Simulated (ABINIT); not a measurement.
# AlN (F-43m): G0W0 in ABINIT against the k mesh, part 2 of 2

How does the gap of AlN (F-43m) converge in the k mesh?

ABINIT 10.8.3; PBE and many-body steps on it, plane waves. Known limits of the many-body steps: not at the basis limit.

So far. Step 5 (Empty states on the mesh, 10×10×10 mesh, 107 bands): On this mesh the gap is 3.325 eV. Step 6 (Screening, 4×4×4 mesh, 99 bands, screening to 261.2 eV): Local fields lower ε∞ by 9 %. On a Γ-centred mesh this coarse the value itself is usually too large, while a short band sum pulls it down.

## Step 8: Screening, 6×6×6 mesh, 99 bands, screening to 261.2 eV

This step: RPA screening on PBE, plane waves, norm-conserving pseudopotentials.

The input, run.abi:

```
acell 3*1.0 Angstrom
rprim 
  -0.000000000000 2.183993559600 2.183993559600
  2.183993559600 -0.000000000000 2.183993559600
  2.183993559600 2.183993559600 -0.000000000000
ntypat 2
znucl 13 7
natom 2
typat 1 2
xred 
  0.000000000000 0.000000000000 0.000000000000
  0.750000000000 0.750000000000 0.750000000000
pp_dirpath "pseudos"
pseudos "Al.upf, N.upf"
ecut 36
ngkpt 6 6 6
nshiftk 1
shiftk 0 0 0
kptopt 1
chksymbreak 0
istwfk *1
occopt 1
irdwfk 1
optdriver 3
nband 99
ecuteps 9.6
inclvkb 2
awtr 1
symchi 1
indata_prefix "in"
outdata_prefix "out"
tmpdata_prefix "tmp"
```

The run is started by

```bash
OMP_NUM_THREADS=1 mpirun -n 8 abinit run.abi > log
```

What it wrote:

```text
.Version 10.8.3 of ABINIT. v10.8.2 released Aug 2026.

 Symmetries : space group F-4 3 m (#216); Bravais cF (face-center cubic)
[... echo of the input left out ...]
== DATASET  1 ==================================================================
-   mpi_nproc: 8, omp_nthreads: 1 (-1 if OMP is not activated)

--- !DatasetInfo
iteration_state: {dtset: 1, }
dimensions: {natom: 2, nkpt: 16, mband: 99, nsppol: 1, nspinor: 1, nspden: 1, mpw: 1464, }
cutoff_energies: {ecut:  36.0, pawecutdg:  -1.0, }
electrons: {nelect:   8.00000000E+00, charge:   0.00000000E+00, occopt:   1.00000000E+00, tsmear:   1.00000000E-02, }

 SCREENING: Calculation of the susceptibility and dielectric matrices

 Based on a program developped by R.W. Godby, V. Olevano, G. Onida, and L. Reining.
 Incorporated in ABINIT by V. Olevano, G.-M. Rignanese, and M. Torrent.
.Using double precision arithmetic ; gwpc =  8

[... cell and pseudopotentials left out ...]
--------------------------------------------------------------------------------

 ==== K-mesh for the wavefunctions ====
 Number of points in the irreducible wedge :    16
[... list of points left out ...]
 Together with 24 symmetry operations and time-reversal symmetry
 yields   216 points in the full Brillouin Zone.

 ==== Q-mesh for the screening function ====
 Number of points in the irreducible wedge :    16
[... list of points left out ...]
 Together with 24 symmetry operations and time-reversal symmetry
 yields   216 points in the full Brillouin Zone.

 setmesh: FFT mesh size selected  =    24x   24x   24
          total number of points  =        13824

 vcoul_init : cutoff-mode = AUXILIARY_FUNCTION
 q-points for optical limit:   1
     1)      0.000010    0.000020    0.000030

- screening: taking advantage of time-reversal symmetry
- Maximum band index for partially occupied states nbvw = 4
- Remaining bands to be divided among processors   nbcw = 95
- Number of bands treated by each node ~11

 Number of electrons calculated from density =    8.0000; Expected =    8.0000
 average of density, n =  0.056900
 r_s =    1.6129
 omega_plasma =   23.0097 [eV]

 calculating chi0 at frequencies [eV] :
  1    0.000000E+00    0.000000E+00
  2    0.000000E+00    2.300966E+01

--------------------------------------------------------------------------------
  q-point number  1        q = ( 0.000000, 0.000000, 0.000000) [r.l.u.]
--------------------------------------------------------------------------------
[... chi0 elements left out ...]
 For q-point:  0.000010 0.000020 0.000030
  dielectric constant =   4.3477
  dielectric constant without local fields =   4.7911

  Average fulfillment of the sum rule on Im[epsilon] for q-point    1 :     88.59  [%]
[... wings left out ...]
  q-point number  2        q = ( 0.166667, 0.000000, 0.000000) [r.l.u.]
--------------------------------------------------------------------------------
[... chi0 elements left out ...]
  Average fulfillment of the sum rule on Im[epsilon] for q-point    2 :     95.60  [%]

 [... 14 further q-points ...]
```

Run time: 11 s. Hardware: 8 MPI ranks of AMD EPYC 9R45, shared host; peak memory 1.2 GiB; 86 s of CPU time.

Numbers from this step:

| Item | Value |
| --- | --- |
| ε∞ with local fields, on this mesh, along the program's q direction | 4.348 |
| the same without local fields | 4.791 |
| plasma frequency | 23.01 eV |
| plane waves in the screening matrix | 181 |

## Step 9: 6×6×6

The self-energy is evaluated for the states that the input lists, and the levels follow from it, in one-shot runs by the linearised quasiparticle equation.

This step: G0W0 on PBE, plane waves, norm-conserving pseudopotentials.

Edit run.abi of step 8 so:

```diff
@@ -23,8 +23,17 @@
 irdwfk 1
-optdriver 3
+optdriver 4
 nband 99
+gwcalctyp 0
+ecutsigx 36
+symsigma 1
+nkptgw 2
+kptgw 
+  0.0000000000 0.0000000000 0.0000000000
+  0.5000000000 0.5000000000 0.0000000000
+bdgw 
+  2 8
+  3 6
 ecuteps 9.6
-inclvkb 2
-awtr 1
-symchi 1
+irdscr 1
+ppmodel 1
 indata_prefix "in"
```

What it wrote:

```text
.Version 10.8.3 of ABINIT. v10.8.2 released Aug 2026.

 Symmetries : space group F-4 3 m (#216); Bravais cF (face-center cubic)
[... echo of the input left out ...]
== DATASET  1 ==================================================================
-   mpi_nproc: 8, omp_nthreads: 1 (-1 if OMP is not activated)

--- !DatasetInfo
iteration_state: {dtset: 1, }
dimensions: {natom: 2, nkpt: 16, mband: 99, nsppol: 1, nspinor: 1, nspden: 1, mpw: 1464, }
cutoff_energies: {ecut:  36.0, pawecutdg:  -1.0, }
electrons: {nelect:   8.00000000E+00, charge:   0.00000000E+00, occopt:   1.00000000E+00, tsmear:   1.00000000E-02, }

 SIGMA: Calculation of the GW corrections

 Based on a program developped by R.W. Godby, V. Olevano, G. Onida, and L. Reining.
 Incorporated in ABINIT by V. Olevano, G.-M. Rignanese, and M. Torrent.
.Using double precision arithmetic ; gwpc =  8

[... cell and pseudopotentials left out ...]
--------------------------------------------------------------------------------

 ==== K-mesh for the wavefunctions ====
 Number of points in the irreducible wedge :    16
[... list of points left out ...]
 Together with 24 symmetry operations and time-reversal symmetry
 yields   216 points in the full Brillouin Zone.

 ==== Q-mesh for screening function ====
 Number of points in the irreducible wedge :    16
[... list of points left out ...]
 Together with 24 symmetry operations and time-reversal symmetry
 yields   216 points in the full Brillouin Zone.

 vcoul_init : cutoff-mode = AUXILIARY_FUNCTION
 q-points for optical limit:   1
     1)      0.000010    0.000020    0.000030
 setmesh: FFT mesh size selected  =    32x   32x   32
          total number of points  =        32768

 Number of electrons calculated from density =    8.0000; Expected =    8.0000
[...]
number of omega for Sigma on real axis              0
 max omega for Sigma on real axis  [eV]           0.00
 zcut for avoiding poles [eV]                     0.10

 EPSILON^-1 parameters (SCR file):
 dimension of the eps^-1 matrix on file            181
 dimension of the eps^-1 matrix used               181
 number of plane-waves for wavefunctions          1459
 number of bands                                    99
 number of q-points in IBZ                          16
 number of frequencies                               2
 number of real frequencies                          1
 number of imag frequencies                          1

 matrix elements of self-energy operator (all in [eV])

 Perturbative Calculation

--- !SelfEnergy_ee
iteration_state: {dtset: 1, }
kpoint     : [   0.000,    0.000,    0.000, ]
spin       : 1
KS_gap     :    4.192
QP_gap     :    5.586
Delta_QP_KS:    1.394
data: !SigmaeeData |
     Band     E0 <VxcDFT>   SigX SigC(E0)      Z dSigC/dE  Sig(E)    E-E0       E
        2   5.159 -16.959 -20.996   2.961   0.785  -0.273 -17.804  -0.845   4.314
        3   5.159 -16.959 -20.996   2.961   0.785  -0.273 -17.804  -0.845   4.314
        4   5.159 -16.959 -20.996   2.961   0.785  -0.273 -17.804  -0.845   4.314
[...]
--- !SelfEnergy_ee
iteration_state: {dtset: 1, }
kpoint     : [   0.500,    0.500,    0.000, ]
spin       : 1
KS_gap     :    5.100
QP_gap     :    6.586
Delta_QP_KS:    1.486
data: !SigmaeeData |
     Band     E0 <VxcDFT>   SigX SigC(E0)      Z dSigC/dE  Sig(E)    E-E0       E
[...]
5   8.483  -9.206  -5.016  -3.769   0.835  -0.197  -8.855   0.351   8.834
        6  13.810  -9.461  -4.383  -4.373   0.838  -0.193  -8.870   0.590  14.401

== END DATASET(S) ==============================================================
================================================================================

 -outvars: echo values of variables after computation  --------
           etotal      0.0000000000E+00
            nband          99
             nkpt          16
          spgroup         216
 [... the other variables as echoed above ...]

 Calculation completed.
```

The job ended after 4.6 s (8 MPI ranks; peak memory 1.3 GiB).

This step gave:

- G0W0 gap on the points computed: 4.52 eV
- starting gap on the mesh: 3.325 eV
- k of the valence top: 0, 0, 0
- k of the conduction bottom: 0.5, 0.5, 0
- Z at the valence top: 0.785
- Z at the conduction bottom: 0.835
- least direct G0W0 gap on the computed points: 5.586 eV

The gap on the mesh goes from 3.32 eV to 4.52 eV, a correction of +1.20 eV.

## Step 10: Screening, 8×8×8 mesh, 99 bands, screening to 261.2 eV

This step: RPA screening on PBE, plane waves, norm-conserving pseudopotentials.

Edit run.abi of step 9 so:

```diff
@@ -15,3 +15,3 @@
 ecut 36
-ngkpt 6 6 6
+ngkpt 8 8 8
 nshiftk 1
@@ -23,17 +23,8 @@
 irdwfk 1
-optdriver 4
+optdriver 3
 nband 99
-gwcalctyp 0
-ecutsigx 36
-symsigma 1
-nkptgw 2
-kptgw 
-  0.0000000000 0.0000000000 0.0000000000
-  0.5000000000 0.5000000000 0.0000000000
-bdgw 
-  2 8
-  3 6
 ecuteps 9.6
-irdscr 1
-ppmodel 1
+inclvkb 2
+awtr 1
+symchi 1
 indata_prefix "in"
```

What it wrote:

```text
.Version 10.8.3 of ABINIT. v10.8.2 released Aug 2026.

 Symmetries : space group F-4 3 m (#216); Bravais cF (face-center cubic)
[... echo of the input left out ...]
== DATASET  1 ==================================================================
-   mpi_nproc: 8, omp_nthreads: 1 (-1 if OMP is not activated)

--- !DatasetInfo
iteration_state: {dtset: 1, }
dimensions: {natom: 2, nkpt: 29, mband: 99, nsppol: 1, nspinor: 1, nspden: 1, mpw: 1475, }
cutoff_energies: {ecut:  36.0, pawecutdg:  -1.0, }
[...]
--------------------------------------------------------------------------------
[... chi0 elements left out ...]
 For q-point:  0.000010 0.000020 0.000030
  dielectric constant =   4.2696
  dielectric constant without local fields =   4.7095

  Average fulfillment of the sum rule on Im[epsilon] for q-point    1 :     88.58  [%]
[... wings left out ...]
  q-point number  2        q = ( 0.125000, 0.000000, 0.000000) [r.l.u.]
--------------------------------------------------------------------------------
[... chi0 elements left out ...]
  Average fulfillment of the sum rule on Im[epsilon] for q-point    2 :     96.14  [%]

 [... 27 further q-points ...]
```

Wall time 46 s (8 MPI ranks); peak memory 1.8 GiB.

This step gave:

```
ε∞ with local fields, on this mesh, along the program's q direction : 4.270
the same without local fields                                       : 4.710
plasma frequency                                                    : 23.01 eV
plane waves in the screening matrix                                 : 181
```

## Step 11: 8×8×8

This step: G0W0 on PBE, plane waves, norm-conserving pseudopotentials.

Edit run.abi of step 10 so:

```diff
@@ -23,8 +23,17 @@
 irdwfk 1
-optdriver 3
+optdriver 4
 nband 99
+gwcalctyp 0
+ecutsigx 36
+symsigma 1
+nkptgw 2
+kptgw 
+  0.0000000000 0.0000000000 0.0000000000
+  0.5000000000 0.5000000000 0.0000000000
+bdgw 
+  2 8
+  3 6
 ecuteps 9.6
-inclvkb 2
-awtr 1
-symchi 1
+irdscr 1
+ppmodel 1
 indata_prefix "in"
```

What it wrote:

```text
.Version 10.8.3 of ABINIT. v10.8.2 released Aug 2026.

 Symmetries : space group F-4 3 m (#216); Bravais cF (face-center cubic)
[... echo of the input left out ...]
== DATASET  1 ==================================================================
-   mpi_nproc: 8, omp_nthreads: 1 (-1 if OMP is not activated)

--- !DatasetInfo
iteration_state: {dtset: 1, }
dimensions: {natom: 2, nkpt: 29, mband: 99, nsppol: 1, nspinor: 1, nspden: 1, mpw: 1475, }
cutoff_energies: {ecut:  36.0, pawecutdg:  -1.0, }
[...]
Band     E0 <VxcDFT>   SigX SigC(E0)      Z dSigC/dE  Sig(E)    E-E0       E
[...]
5   8.483  -9.207  -5.053  -3.742   0.836  -0.196  -8.862   0.345   8.829
        6  13.810  -9.462  -4.398  -4.362   0.838  -0.193  -8.874   0.588  14.398

== END DATASET(S) ==============================================================
================================================================================

 -outvars: echo values of variables after computation  --------
           etotal      0.0000000000E+00
            nband          99
             nkpt          29
          spgroup         216
 [... the other variables as echoed above ...]

 Calculation completed.
```

It took 7.4 s on 8 MPI ranks; peak memory 1.9 GiB.

This step gave:

- G0W0 gap on the points computed: 4.520 eV
- starting gap on the mesh: 3.325 eV
- k of the valence top: 0, 0, 0
- k of the conduction bottom: 0.5, 0.5, 0
- least direct G0W0 gap on the computed points: 5.579 eV

Against the run before, the gap moves by +0.000 eV.

## Step 12: Screening, 10×10×10 mesh, 99 bands, screening to 261.2 eV

This step: RPA screening on PBE, plane waves, norm-conserving pseudopotentials.

Edit run.abi of step 11 so:

```diff
@@ -15,3 +15,3 @@
 ecut 36
-ngkpt 8 8 8
+ngkpt 10 10 10
 nshiftk 1
@@ -23,17 +23,8 @@
 irdwfk 1
-optdriver 4
+optdriver 3
 nband 99
-gwcalctyp 0
-ecutsigx 36
-symsigma 1
-nkptgw 2
-kptgw 
-  0.0000000000 0.0000000000 0.0000000000
-  0.5000000000 0.5000000000 0.0000000000
-bdgw 
-  2 8
-  3 6
 ecuteps 9.6
-irdscr 1
-ppmodel 1
+inclvkb 2
+awtr 1
+symchi 1
 indata_prefix "in"
```

What it wrote:

```text
.Version 10.8.3 of ABINIT. v10.8.2 released Aug 2026.

 Symmetries : space group F-4 3 m (#216); Bravais cF (face-center cubic)
[... echo of the input left out ...]
== DATASET  1 ==================================================================
-   mpi_nproc: 8, omp_nthreads: 1 (-1 if OMP is not activated)

--- !DatasetInfo
iteration_state: {dtset: 1, }
dimensions: {natom: 2, nkpt: 47, mband: 99, nsppol: 1, nspinor: 1, nspden: 1, mpw: 1467, }
cutoff_energies: {ecut:  36.0, pawecutdg:  -1.0, }
[...]
--------------------------------------------------------------------------------
[... chi0 elements left out ...]
 For q-point:  0.000010 0.000020 0.000030
  dielectric constant =   4.2582
  dielectric constant without local fields =   4.6976

  Average fulfillment of the sum rule on Im[epsilon] for q-point    1 :     88.59  [%]
[... wings left out ...]
  q-point number  2        q = ( 0.100000, 0.000000, 0.000000) [r.l.u.]
--------------------------------------------------------------------------------
[... chi0 elements left out ...]
  Average fulfillment of the sum rule on Im[epsilon] for q-point    2 :     96.43  [%]

 [... 45 further q-points ...]
```

Run time: 2.6 min. Hardware: 8 MPI ranks; peak memory 2.7 GiB.

This step gave:

- ε∞ with local fields, on this mesh, along the program's q direction: 4.258
- the same without local fields: 4.698
- plasma frequency: 23.01 eV
- plane waves in the screening matrix: 181

## Step 13: 10×10×10

This step: G0W0 on PBE, plane waves, norm-conserving pseudopotentials.

Edit run.abi of step 12 so:

```diff
@@ -23,8 +23,17 @@
 irdwfk 1
-optdriver 3
+optdriver 4
 nband 99
+gwcalctyp 0
+ecutsigx 36
+symsigma 1
+nkptgw 2
+kptgw 
+  0.0000000000 0.0000000000 0.0000000000
+  0.5000000000 0.5000000000 0.0000000000
+bdgw 
+  2 8
+  3 6
 ecuteps 9.6
-inclvkb 2
-awtr 1
-symchi 1
+irdscr 1
+ppmodel 1
 indata_prefix "in"
```

What it wrote:

```text
.Version 10.8.3 of ABINIT. v10.8.2 released Aug 2026.

 Symmetries : space group F-4 3 m (#216); Bravais cF (face-center cubic)
[... echo of the input left out ...]
== DATASET  1 ==================================================================
-   mpi_nproc: 8, omp_nthreads: 1 (-1 if OMP is not activated)

--- !DatasetInfo
iteration_state: {dtset: 1, }
dimensions: {natom: 2, nkpt: 47, mband: 99, nsppol: 1, nspinor: 1, nspden: 1, mpw: 1467, }
cutoff_energies: {ecut:  36.0, pawecutdg:  -1.0, }
[...]
Band     E0 <VxcDFT>   SigX SigC(E0)      Z dSigC/dE  Sig(E)    E-E0       E
[...]
5   8.483  -9.207  -5.065  -3.732   0.836  -0.196  -8.864   0.343   8.826
        6  13.810  -9.462  -4.403  -4.358   0.838  -0.193  -8.875   0.587  14.397

== END DATASET(S) ==============================================================
================================================================================

 -outvars: echo values of variables after computation  --------
           etotal      0.0000000000E+00
            nband          99
             nkpt          47
          spgroup         216
 [... the other variables as echoed above ...]

 Calculation completed.
```

Run time: 11 s. Hardware: 8 MPI ranks; peak memory 2.8 GiB; 90 s of CPU time.

This step gave:

```
G0W0 gap on the points computed              : 4.518 eV
starting gap on the mesh                     : 3.325 eV
k of the valence top                         : 0, 0, 0
k of the conduction bottom                   : 0.5, 0.5, 0
least direct G0W0 gap on the computed points : 5.576 eV
```

Against the run before, the gap moves by −0.002 eV.

## Step 14: Side by side

Times are wall times on 8 MPI ranks of AMD EPYC 9R45, shared host, good to a factor of about two. A run's time includes the screening step that it read.

```csv
run,mesh,bands,screening cutoff (eV),DFT gap (eV),gap on the mesh (eV),direct (eV),ε∞ used,time
4×4×4,4×4×4,99,261.2,3.325,4.481,5.568,4.86,5.8 s
6×6×6,6×6×6,99,261.2,3.325,4.520,5.586,4.35,15 s
8×8×8,8×8×8,99,261.2,3.325,4.520,5.579,4.27,53 s
10×10×10,10×10×10,99,261.2,3.325,4.518,5.576,4.26,2.8 min
```

## Step 15: Results

- 4×4×4: 4.481 eV
- 6×6×6: 4.520 eV
- 8×8×8: 4.520 eV
- 10×10×10: 4.518 eV
- known limits: not at the basis limit; coarse k mesh

**Reading.** The setting moved: k mesh. From 4×4×4 to 10×10×10 the gap moves by +0.04 eV, for 29 times the time. It holds to 0.03 eV from 6×6×6 on. Bands and screening cutoff are coupled, so a series along one setting does not show full convergence. Bands and cutoff are finite, so the gap is not at the basis limit. The miss can reach some tenths of an eV and take either sign; the mesh is an error of its own. In the first G0W0 run levels were corrected at 2 k points alone, so a gap called «on the mesh» is the least over those, and an edge elsewhere would be missed. The 4×4×4 mesh is coarse for this cell, which bears on the long-range parts of exchange and screening.

[Paths, hosts, dates, memory and timing lines, banners, echoed tables and standing remarks are left out of the program output.]

[Logs are printed without paths, hosts, clocks, repeated set-up lines and the standing remarks that a program may print on its own settings, such as how far it seeks lower states.]

[Runs of the session that timed out or met a known fault of the program may be left out.]

[No measured gap is set beside runs whose start may be inverted or whose files or cutoffs have a known fault.]

[Hosts, paths, dates, database ids (printed as entryN), source tags and the programs' standing remarks are cut or masked in the printed files.]

[G0W0 gaps are taken among the corrected bands and points alone; a level outside them can change the order at an edge.]

[Where Ansatz stands beside ABINIT at settings called matched, ABINIT's density can come from a denser mesh and the files from another edition; pairs whose starting gaps differed by over 0.03 eV were left out, so agreement reads better than it is.]
